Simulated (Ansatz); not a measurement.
## How fast states decay through Rb2SiCl3F3

Wanted: the relaxed cell of Rb2SiCl3F3, its band edges and its decay constants. It is built by putting Cl for part of the F in the Rb2SiF6 structure of space group Fm-3m, with the volume rescaled by atomic radii. The parent structure comes from the Materials Project.

Main program and level: Ansatz 0.2.0; PBE DFT, plane waves, PAW files, in the first sound run; inputs show where later runs differ.

The structure was built from a prototype and need not be the compound's stable phase.

## 1. The structure

The structure is trigonal, space group R3m (No. 160). The conventional cell has a = 6.300 Å, b = 6.300 Å, c = 15.433 Å, α = 90.00°, β = 90.00°, γ = 120.00°. Rb has 6 Cl at 3.18 Å and 6 F at 3.18 Å nearest. Si has 3 Cl at 1.82 Å and 3 F at 1.82 Å nearest. Nearest to F lie 1 Si at 1.82 Å and 4 Rb at 3.18 Å. Nearest to Cl lie 1 Si at 1.82 Å and 4 Rb at 3.18 Å. It derives from Rb2SiF6. Cl for part of the F in the Rb2SiF6 structure of space group Fm-3m. Farther neighbours and most contacts between anions are not listed.

## 2. Cell and atoms at rest

The substituted atoms don't fit the parent's cell, so cell and atoms relax together. A small smearing keeps the run stable in case the gap closes on the way.

Contents of input.yaml:

```yaml
crystal:
  lattice:
    - [0.0, 4.4550661272, 4.4550661272]
    - [4.4550661272, 0.0, 4.4550661272]
    - [4.4550661272, 4.4550661272, 0.0]
  atoms:
    - { symbol: Rb, position: [0.75, 0.75, 0.75] }
    - { symbol: Rb, position: [0.25, 0.25, 0.25] }
    - { symbol: Si, position: [0.0, 0.0, 0.0] }
    - { symbol: F, position: [0.79622617, 0.20377383, 0.79622617] }
    - { symbol: Cl, position: [0.20377383, 0.20377383, 0.79622617] }
    - { symbol: F, position: [0.79622617, 0.79622617, 0.20377383] }
    - { symbol: Cl, position: [0.20377383, 0.79622617, 0.20377383] }
    - { symbol: Cl, position: [0.20377383, 0.79622617, 0.79622617] }
    - { symbol: F, position: [0.79622617, 0.20377383, 0.20377383] }
kpoints:
  mp_grid: { grid: [4, 4, 4] }
scf:
  occupations: { method: gaussian, width: 0.03 }
hamiltonian:
  xc: pbe
output:
  forces: true
  stress: true
relax:
  f_tol: 0.02
  max_steps: 60
  cell: {}
```

The run is started by

```console
ansatz run input.yaml --threads 2 --pin off --max-ram 4096MiB --backend cpu --events-out ev --progress --plain --runs-dir out
```

Numbers of over 12 decimals in the logs are rounded to 6 here.

Log:

```text
Engine: ansatz 0.2.0, aarch64-unknown-linux-gnu
Pseudopotentials: kind: paw
Pseudopotential: Rb, paw, valence charge 9, recommended cutoff 420 eV (normal), Rb.paw.azcp
Pseudopotential: Si, paw, valence charge 4, recommended cutoff 420 eV (normal), Si.paw.azcp
Pseudopotential: F, paw, valence charge 7, recommended cutoff 420 eV (normal), F.paw.azcp
Pseudopotential: Cl, paw, valence charge 7, recommended cutoff 420 eV (normal), Cl.paw.azcp
Functional definition: PBE
  parameter kappa = 0.804
  parameter beta = 0.066725
  exchange = pbe_x(kappa = kappa, mu = beta*pi^2/3)
  correlation = pbe_c(beta = beta)
Crystal: 9 atoms, lattice volume = 176.845 Å³
Basis set: ecut = 420 eV, 3479 PW (Γ), exchange–correlation on 90×90×90 points (8 copies of the dense FFT grid, shifted against one another)
Bands: 41, of which v1, the nominal top of the filled ones, is band 32 counted from 1 (31 counted from 0)
Symmetry: 6 space group operations
Space group: R3m (ITA 160), of the structure as read, at distance tolerance 5.6e-5 Å
k-points: 13 of 64 (time reversal used)
Non-local potential: Rb, projectors of the file, l = 0: 3, l = 1: 2, l = 2: 2
Non-local potential: Si, projectors of the file, l = 0: 2, l = 1: 2, l = 2: 2
Non-local potential: F, projectors of the file, l = 0: 2, l = 1: 2, l = 2: 1
Non-local potential: Cl, projectors of the file, l = 0: 2, l = 1: 2, l = 2: 2
PAW form: soft (Blöchl's): semilocal exchange-correlation on the pseudo side does not see the compensation charge
PAW one-centre angular grid: Rb, 110 points (default); XC on 64 Gauss nodes
PAW one-centre angular grid: Si, 110 points (default); XC on 64 Gauss nodes
PAW one-centre angular grid: F, 110 points (default); XC on 64 Gauss nodes
PAW one-centre angular grid: Cl, 110 points (default); XC on 64 Gauss nodes
Initial density: superposition of atomic densities (neutral atoms: chi_scale 0, normalization atom), corrected by the library's trained network
Initial wavefunctions: pseudopotential atomic-orbital guess
Functional: x = pbe(κ = 0.804, μ = 0.219515), c = pbe(β = 0.066725)
SCF iter   1: F=—  HF=-12840.399106 eV  |F-HF|=—  |Δ(HF+E_count)|=         —  Δρ=3.16e-3  dr2=1.79e-2  ethr=1.77e-3  ⟨swp⟩=8.9  Hψ=2994  notcnv=0  defer=2
preconditioner: auto → Resta (q_TF=auto, 2.303 Å⁻¹)  ε∞=3.0  [insulator: Δε(μ)=5.800 eV  Ē_g=15.249 eV  σ=0.030 eV  W_gap=1.00  n_scr=26 (ndim 8)  ℏωp=21.6 eV  f_vac=0.113  D(μ)=0.00/eV (n_scr^D=0)  ε∞_Penn≈3.0]
SCF iter   2: F=—  HF=-12840.385701 eV  |F-HF|=—  |Δ(HF+E_count)|=   1.34e-2  Δρ=1.38e-3  dr2=3.98e-3  ethr=2.79e-5  ⟨swp⟩=2.2  Hψ=962  notcnv=0  defer=36
SCF iter   3: F=—  HF=-12840.384325 eV  |F-HF|=—  |Δ(HF+E_count)|=   1.38e-3  Δρ=5.62e-4  dr2=9.04e-4  ethr=6.22e-6  ⟨swp⟩=2.0  Hψ=698  notcnv=0  defer=36
SCF iter   4: F=—  HF=-12840.384354 eV  |F-HF|=—  |Δ(HF+E_count)|=   2.85e-5  Δρ=1.47e-4  dr2=7.92e-5  ethr=1.41e-6  ⟨swp⟩=2.0  Hψ=729  notcnv=0  defer=36
SCF iter   5: F=—  HF=-12840.384478 eV  |F-HF|=—  |Δ(HF+E_count)|=   1.24e-4  Δρ=1.27e-4  dr2=2.51e-5  ethr=1.24e-7  ⟨swp⟩=2.2  Hψ=880  notcnv=0  defer=36
SCF iter   6: F=—  HF=-12840.384472 eV  |F-HF|=—  |Δ(HF+E_count)|=   6.16e-6  Δρ=2.93e-5  dr2=1.83e-6  ethr=3.92e-8  ⟨swp⟩=2.0  Hψ=885  notcnv=0  defer=36
SCF iter   7: F=-12840.384472 eV  HF=-12840.384472 eV  |F-HF|=2.19e-8  |Δ(HF+E_count)|=   4.49e-7  Δρ=5.29e-6  dr2=8.93e-8  ethr=1.56e-10  ⟨swp⟩=3.8  Hψ=2335  notcnv=0
SCF 1 converged in 7 iterations: F = -12840.384472 eV  dr2 = 8.93e-8
  greatest PAW one-centre occupation: 0.973 electrons in one spin orbital (limit 2), on the Rb atom at site 1 (counted from 0), in its partial waves of l = 0
relax step   1: F+E_penalty+E_count = -12840.38447232 eV  Δ(F+E_penalty+E_count) = +0.000e0 eV  max|allowed force component| = 1.221e1 eV/Å  Δτ_max = 0.0000 Å  P = +22.532 GPa  Ω = 176.845 Å³  (7 SCF iters, dr2 threshold 1.00e-7 eV, accepted)
Crystal: 9 atoms, lattice volume = 202.087 Å³
Basis set: ecut = 420 eV, 3887 PW (Γ), exchange–correlation on 90×90×90 points (8 copies of the dense FFT grid, shifted against one another)
Initial density: handed on by an earlier stage of this run
Initial wavefunctions: those handed on with the density
iter 1 solved again at ethr=1.86e-3 eV; its pass at ethr=3.10e-3 eV (dr2=1.19e0 eV) is discarded
SCF iter   1: F=—  HF=-12845.963054 eV  |F-HF|=—  |Δ(HF+E_count)|=         —  Δρ=2.41e-2  dr2=1.19e0  ethr=1.86e-3  ⟨swp⟩=1.3  Hψ=3147  notcnv=0
preconditioner: auto → Resta (q_TF=auto, 2.253 Å⁻¹)  ε∞=2.9  [insulator: Δε(μ)=5.507 eV  Ē_g=14.793 eV  σ=0.030 eV  W_gap=1.00  n_scr=50 (ndim 8)  ℏωp=20.2 eV  f_vac=0.151  D(μ)=0.00/eV (n_scr^D=0)  ε∞_Penn≈2.9]
SCF iter   2: F=—  HF=-12845.632333 eV  |F-HF|=—  |Δ(HF+E_count)|=   3.31e-1  Δρ=1.12e-2  dr2=1.48e-1  ethr=1.86e-3  ⟨swp⟩=3.1  Hψ=986  notcnv=0
SCF iter   3: F=—  HF=-12845.593867 eV  |F-HF|=—  |Δ(HF+E_count)|=   3.85e-2  Δρ=3.79e-3  dr2=2.33e-2  ethr=2.31e-4  ⟨swp⟩=3.0  Hψ=1026  notcnv=0  defer=37
SCF iter   4: F=—  HF=-12845.588542 eV  |F-HF|=—  |Δ(HF+E_count)|=   5.32e-3  Δρ=1.67e-3  dr2=3.89e-3  ethr=3.65e-5  ⟨swp⟩=3.0  Hψ=994  notcnv=0  defer=37
SCF iter   5: F=—  HF=-12845.587571 eV  |F-HF|=—  |Δ(HF+E_count)|=   9.71e-4  Δρ=3.56e-4  dr2=3.14e-4  ethr=6.09e-6  ⟨swp⟩=2.0  Hψ=916  notcnv=0  defer=37
SCF iter   6: F=—  HF=-12845.587665 eV  |F-HF|=—  |Δ(HF+E_count)|=   9.36e-5  Δρ=6.13e-5  dr2=1.41e-5  ethr=4.90e-7  ⟨swp⟩=3.0  Hψ=1026  notcnv=0  defer=37
SCF iter   7: F=-12845.587664 eV  HF=-12845.587664 eV  |F-HF|=3.72e-8  |Δ(HF+E_count)|=   8.08e-7  Δρ=1.33e-5  dr2=6.06e-7  ethr=1.41e-9  ⟨swp⟩=3.6  Hψ=2397  notcnv=0
SCF 2 converged in 7 iterations: F = -12845.587664 eV  dr2 = 6.06e-7
  greatest PAW one-centre occupation: 0.973 electrons in one spin orbital (limit 2), on the Rb atom at site 0 (counted from 0), in its partial waves of l = 0
relax step   2: F+E_penalty+E_count = -12845.58766413 eV  Δ(F+E_penalty+E_count) = -5.203e0 eV  max|allowed force component| = 3.544e0 eV/Å  Δτ_max = 0.1568 Å  P = +3.493 GPa  Ω = 202.087 Å³  energy of the carried Pulay correction = -3.078e-2 eV  (7 SCF iters, dr2 threshold 9.00e-7 eV, accepted)
Crystal: 9 atoms, lattice volume = 210.259 Å³
Basis set: ecut = 420 eV, 4133 PW (Γ), exchange–correlation on 90×90×90 points (8 copies of the dense FFT grid, shifted against one another)
iter 1 solved again at ethr=1.57e-4 eV; its pass at ethr=3.10e-3 eV (dr2=1.00e-1 eV) is discarded
SCF iter   1: F=—  HF=-12846.219222 eV  |F-HF|=—  |Δ(HF+E_count)|=         —  Δρ=5.68e-3  dr2=1.04e-1  ethr=1.57e-4  ⟨swp⟩=3.1  Hψ=2828  notcnv=0
[...]
relax step   8: F+E_penalty+E_count = -12846.54620693 eV  Δ(F+E_penalty+E_count) = -2.171e-4 eV  max|allowed force component| = 3.629e-2 eV/Å  Δτ_max = 0.0141 Å  P = +0.041 GPa  Ω = 211.379 Å³  energy of the carried Pulay correction = -4.110e-2 eV  (6 SCF iters, dr2 threshold 1.03e-7 eV, accepted)
relax step   9: F+E_penalty+E_count = -12846.54673422 eV  Δ(F+E_penalty+E_count) = -5.273e-4 eV  max|allowed force component| = 9.010e-3 eV/Å  Δτ_max = 0.0313 Å  P = +0.030 GPa  Ω = 211.306 Å³  energy of the carried Pulay correction = -4.102e-2 eV  (7 SCF iters, dr2 threshold 8.23e-8 eV, accepted)
relax step  10: F+E_penalty+E_count = -12846.54669064 eV  Δ(F+E_penalty+E_count) = +4.358e-5 eV  max|allowed force component| = 4.648e-3 eV/Å  Δτ_max = 0.0078 Å  P = +0.000 GPa  Ω = 211.424 Å³  energy of the carried Pulay correction = -4.115e-2 eV  (6 SCF iters, dr2 threshold 7.33e-9 eV, accepted)
relax step  11: F+E_penalty+E_count = -12846.67672639 eV  Δ(F+E_penalty+E_count) = -1.300e-1 eV  max|allowed force component| = 1.799e-2 eV/Å  Δτ_max = 0.0000 Å  P = +0.984 GPa  Ω = 211.424 Å³  stress off target by 1.10e0 GPa  SCF on the basis re-selected at this cell (its energy is not comparable with the rows above)  (8 SCF iters)
relax step  12: F+E_penalty+E_count = -12846.70179395 eV  Δ(F+E_penalty+E_count) = -2.507e-2 eV  max|allowed force component| = 1.700e-2 eV/Å  Δτ_max = 0.0377 Å  P = +0.372 GPa  Ω = 220.004 Å³  energy of the carried Pulay correction = -1.088e-2 eV  (6 SCF iters, dr2 threshold 9.00e-7 eV, accepted)
relax step  13: F+E_penalty+E_count = -12846.69513735 eV  Δ(F+E_penalty+E_count) = +6.657e-3 eV  max|allowed force component| = 7.629e-2 eV/Å  Δτ_max = 0.0301 Å  P = -0.140 GPa  Ω = 227.422 Å³  energy of the carried Pulay correction = -2.376e-2 eV  (6 SCF iters, dr2 threshold 4.62e-7 eV, accepted)
relax step  14: F+E_penalty+E_count = -12846.69868928 eV  Δ(F+E_penalty+E_count) = -3.552e-3 eV  max|allowed force component| = 1.799e-2 eV/Å  Δτ_max = 0.0167 Å  P = +0.036 GPa  Ω = 226.345 Å³  energy of the carried Pulay correction = -2.166e-2 eV  (6 SCF iters, dr2 threshold 3.64e-7 eV, accepted)
relax step  15: F+E_penalty+E_count = -12846.69902118 eV  Δ(F+E_penalty+E_count) = -3.319e-4 eV  max|allowed force component| = 9.403e-3 eV/Å  Δτ_max = 0.0058 Å  P = +0.013 GPa  Ω = 226.217 Å³  energy of the carried Pulay correction = -2.141e-2 eV  (6 SCF iters, dr2 threshold 1.11e-8 eV, accepted)
relax step  16: F+E_penalty+E_count = -12846.72345438 eV  Δ(F+E_penalty+E_count) = -2.443e-2 eV  max|allowed force component| = 1.238e-2 eV/Å  Δτ_max = 0.0000 Å  P = +0.076 GPa  Ω = 226.217 Å³  stress off target by 9.62e-2 GPa  SCF on the basis re-selected at this cell (its energy is not comparable with the rows above)  (7 SCF iters)
relax step  17: F+E_penalty+E_count = -12846.72272050 eV  Δ(F+E_penalty+E_count) = +7.339e-4 eV  max|allowed force component| = 8.267e-3 eV/Å  Δτ_max = 0.0041 Å  P = +0.013 GPa  Ω = 227.319 Å³  energy of the carried Pulay correction = -1.104e-3 eV  (6 SCF iters, dr2 threshold 2.32e-8 eV, accepted)
iter 1 solved again at ethr=5.23e-7 eV; its pass at ethr=3.10e-3 eV (dr2=3.35e-4 eV) is discarded
SCF iter   1: F=—  HF=-12846.723821 eV  |F-HF|=—  |Δ(HF+E_count)|=         —  Δρ=3.16e-5  dr2=2.54e-7  ethr=5.23e-7  ⟨swp⟩=3.7  Hψ=4303  notcnv=0
eigensolver tolerance schedule: the retry pair's looser diagonalisation over-reported the residual by 1316.04 of it (diagonalisation noise at 0.29 of the residual, at the tolerance the schedule requests for it); recorded, not acted on — ethr = c·dr2/N_el stays at c = 1.0e-1
preconditioner: auto → Resta (q_TF=auto, 2.209 Å⁻¹)  ε∞=3.0  [insulator: Δε(μ)=4.593 eV  Ē_g=12.855 eV  σ=0.030 eV  W_gap=1.00  n_scr=50 (ndim 8)  ℏωp=18.1 eV  f_vac=0.178  D(μ)=0.00/eV (n_scr^D=0)  ε∞_Penn≈3.0]
SCF iter   2: F=—  HF=-12846.723722 eV  |F-HF|=—  |Δ(HF+E_count)|=   9.95e-5  Δρ=1.46e-5  dr2=7.07e-8  ethr=3.97e-10  ⟨swp⟩=3.3  Hψ=1147  notcnv=0
SCF iter   3: F=—  HF=-12846.723732 eV  |F-HF|=—  |Δ(HF+E_count)|=   1.05e-5  Δρ=5.62e-6  dr2=8.98e-9  ethr=1.10e-10  ⟨swp⟩=2.0  Hψ=806  notcnv=0
SCF iter   4: F=—  HF=-12846.723734 eV  |F-HF|=—  |Δ(HF+E_count)|=   1.50e-6  Δρ=2.85e-7  dr2=4.29e-10  ethr=1.40e-11  ⟨swp⟩=2.0  Hψ=891  notcnv=0
SCF iter   5: F=-12846.723734 eV  HF=-12846.723734 eV  |F-HF|=3.27e-11  |Δ(HF+E_count)|=  1.75e-10  Δρ=1.09e-7  dr2=7.19e-11  ethr=1.00e-12  ⟨swp⟩=5.0  Hψ=1990  notcnv=0
SCF 18 converged in 5 iterations: F = -12846.723734 eV  dr2 = 7.19e-11
relax step  18: F+E_penalty+E_count = -12846.72373354 eV  Δ(F+E_penalty+E_count) = -1.013e-3 eV  max|allowed force component| = 8.121e-3 eV/Å  Δτ_max = 0.0000 Å  P = +0.016 GPa  Ω = 227.319 Å³  stress off target by 1.68e-2 GPa  SCF on the basis re-selected at this cell (its energy is not comparable with the rows above)  (5 SCF iters)
basis re-selected at this cell: Δ(F+E_penalty+E_count) = -1.013e-3 eV, ΔP = +0.003 GPa vs the last step (what re-selecting the basis moved, of the pressure what is left beyond the Pulay correction that the steps carried, after the strain that the cell walked since its last selection, with what the two solves' SCF thresholds leave and, on support functions, any second-order correction that the steps lacked; it is no m [...]
SCF converged after 5 iterations
Free energy (F): -12846.723734 eV
Harris-Foulkes:  -12846.723734 eV  (|F-HF|=3.27e-11)
Internal energy: -12846.723734 eV  (E = F + TS)
E sigma→0 (E₀):  -12846.723734 eV
Fermi energy:    3.345460 eV
--- Per-component energies (eV) ---
  E_band       = -432.276965
  E_kinetic    = 1537.758953
  E_local      = -4643.574922  (includes V_loc(G=0)·N_el)
  E_nonlocal   = 672.843473
  E_hartree    = 1631.945791
  E_xc         = -880.227338
  E_vxc        = -997.764956  (∫ρ·V_xc dr)
  E_paw        = -8328.260004  (= ΣΔE_a)
  E_vpaw       = -265.437619  (= ΣTr[D̂ρ^β])
  E_aug_tail   = 0.006437  (compensation charges beyond the density's cutoff)
  E_ewald      = -2837.216123
  E_smearing   = -0.000000  (= −TS)
  E_closure    = -0.000000  (closes the sum)
  Σ components = -12846.723734   (vs F -12846.723734, Δ=0.00e0)
--- Forces (eV/Å), atoms counted from 1 ---
  atom   1  Rb     0.00137310    -0.00137310    -0.00137310
  atom   2  Rb    -0.00018277     0.00018277     0.00018277
  atom   3  Si     0.00812104    -0.00812104    -0.00812104
  atom   4  F     -0.00146583    -0.00136281     0.00146583
  atom   5  Cl    -0.00463723     0.00463723    -0.00152994
  atom   6  F     -0.00146583     0.00146583    -0.00136281
  atom   7  Cl    -0.00463723    -0.00152994     0.00463723
  atom   8  Cl     0.00152994     0.00463723     0.00463723
  atom   9  F      0.00136281     0.00146583     0.00146583
  max |Σ_I F_I| component: 1.98e-6 eV/Å
--- Stress (GPa, compression-positive) ---
        0.015616       0.001167       0.001167
        0.001167       0.015616      -0.001167
        0.001167      -0.001167       0.015616
  P = ⅓ Tr σ = 0.0156 GPa (0.156 kbar)
--- Relaxed structure (15 steps of the walk, 15 accepted, 3 SCFs on fresh bases) ---
  F+E_penalty+E_count = -12846.72373354 eV   max|allowed force component| = 8.121e-3 eV/Å   (the final SCF, on the basis selected at the relaxed cell)
  cell:  # Å, volume = 227.3186 Å³
    - [0.163063, 4.763828, 4.763828]
    - [4.926892, -5.551115123125783e-17, 4.926892]
    - [4.926892, 4.926892, -9.71445146547012e-17]
  atoms:
    - { symbol: Rb, position: [0.743307, 0.752231, 0.752231] }
    - { symbol: Rb, position: [0.266877, 0.244374, 0.244374] }
    - { symbol: Si, position: [-0.035881, 0.011960, 0.011960] }
    - { symbol: F, position: [0.793435, 0.185350, 0.835864] }
    - { symbol: Cl, position: [0.215130, 0.233322, 0.775774] }
    - { symbol: F, position: [0.793435, 0.835864, 0.185350] }
    - { symbol: Cl, position: [0.215130, 0.775774, 0.233322] }
    - { symbol: Cl, position: [0.215130, 0.775774, 0.775774] }
    - { symbol: F, position: [0.793435, 0.185350, 0.185350] }
```

The job ended after 76 s (2 threads of Arm Neoverse V1, shared host; peak memory 0.49 GiB).

Relaxation path:

```tsv
step	energy less that of the first step (eV)	largest force component (eV/Å)	pressure (GPa)	volume (Å³)
1	0.0000	12.2108	22.53	176.84
2	-5.2032	3.5443	3.49	202.09
3	-5.8004	2.1460	0.73	210.26
4	-5.9776	1.7896	3.11	210.56
5	-6.1202	0.3354	0.11	203.60
6	-6.1571	0.0493	-0.16	213.04
7	-6.1615	0.0191	0.05	211.27
8	-6.1617	0.0363	0.04	211.38
9	-6.1623	0.0090	0.03	211.31
10	-6.1622	0.0046	0.00	211.42
11*	-6.2923	0.0180	0.98	211.42
12	-6.3173	0.0170	0.37	220.00
13	-6.3107	0.0763	-0.14	227.42
14	-6.3142	0.0180	0.04	226.35
15	-6.3145	0.0094	0.01	226.22
16*	-6.3390	0.0124	0.08	226.22
17	-6.3382	0.0083	0.01	227.32
18*	-6.3393	0.0081	0.02	227.32
```

Relaxation steps marked * repeat the geometry before them on a plane-wave basis chosen anew for their cell, so energy and pressure can jump there.

Forces are held to the 6 operations that the run works with; a distortion that breaks them can't arise in this run.

```tsv
conventional cell, symmetrised	before	after	change
a (Å)	6.300	6.968	+10.6 %
b (Å)	6.300	6.968	+10.6 %
c (Å)	15.433	16.220	+5.1 %
volume (Å³/atom)	19.65	25.26	+28.5 %
```

The atoms that moved most (Å, as changes of fractional coordinates times the final cell):

```tsv
atom	dx	dy	dz	length
F6	0.104	-0.104	0.182	0.234
F4	0.104	0.182	-0.104	0.234
F9	-0.182	-0.104	-0.104	0.234
Cl8	-0.200	-0.047	-0.047	0.210
Cl7	0.047	0.200	-0.047	0.210
Cl5	0.047	-0.047	0.200	0.210
Si3	0.112	-0.112	-0.112	0.194
Rb2	-0.053	0.053	0.053	0.091
```

Numbers from this step:

| Item | Value |
| --- | --- |
| free energy | -12846.7237 eV |
| Fermi energy | 3.345 eV |
| pressure | 0.01562 GPa |

The largest force component on a free atom ends at 0.0081 eV/Å.

[end of part 1 of 3]

[Logs are printed without paths, hosts, clocks, repeated set-up lines and the standing remarks that a program may print on its own settings, such as how far it seeks lower states.]

[Hosts, paths, dates, database ids (printed as entryN), source tags and the programs' standing remarks are cut or masked in the printed files.]
